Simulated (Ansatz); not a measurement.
# Binding curve of MoS2 on Mo(110) (39 atoms)

The cell holds 39 atoms: 29 Mo and 10 S. Cell: a = 5.508 Å, b = 8.413 Å, c = 27.183 Å, α = 90.0°, β = 90.0°, γ = 70.9°. It derives from Mo and MoS2. The starting structure: 1 layer(s) of MoS2 at its own lattice constant on a slab of Mo(110) strained in the plane by up to 2.7 % to a common cell of 44 Å^2; gaps of 2.35 Å as starting values, 15 Å of vacuum, lowest layers held; not relaxed, displaced by a Gaussian of 0.01 Å. Lattice constants are starting values near those of PBE. Regions: Mo(110), 24 atoms (24 Mo); MoS2, 15 atoms (5 Mo and 10 S). Vacuum lies along c.

Calculated with Ansatz 0.2.0: Kohn-Sham DFT, PBE+D3(BJ), PAW (set soft_2), plane waves; cutoff 420 eV, k-mesh 4×3×1, fermi-dirac smearing of 0.1 eV. The upper part (MoS2) is moved rigidly along the normal by z from its relaxed place. Energies are the whole cell less its two frozen parts, over the face of 43.79 Å².

| shift z (Å) | interaction energy (meV/Å²) |
| --- | --- |
| -0.2 | -134.0 |
| +0.0 | -152.0 |
| +0.3 | -133.2 |
| +0.6 | -103.5 |
| +1.0 | -71.15 |
| +1.6 | ? |
| +2.4 | -22.19 |
| +3.5 | -11.00 |

**Question.** Fit the universal binding curve to the rows given and interpolate to the withheld row.

**Working.**

The universal binding curve is E(z) = −D (1 + z/l) exp(−z/l), whose curvature at z = 0 is D/l². The depth is D = 152.0 meV/Å². A parabola through the rows at −0.2, 0 and +0.3 Å has the curvature 2 {[E(0.3) − E(0)]/0.3 + [E(−0.2) − E(0)]/0.2} / 0.5 = 610.5 meV/Å⁴, so l = √(D / curvature) = 0.499 Å. At z = 1.6 Å, z/l = 3.207.

Prediction at +1.6: -25.88 meV/Å². The run gave -41.50 meV/Å², so the fit is high by 16 meV/Å² (38 % of the value).

The curve's steepest slope, D/(e l) at z = l, is 18.0 GPa, an estimate of the stress that rigid separation needs. Among the rows given, the largest miss of the fit is at +2.4, by 15 meV/Å² (11 % of the range of the table).

Limits: The parts are rigid, and they also feel their periodic images through the vacuum. The curve was made for chemical and metallic bonds; the dispersion term here falls off as a power of distance, which it can't follow.

[Hosts, paths, dates, database ids (printed as entryN), source tags and the programs' standing remarks are cut or masked in the printed files.]
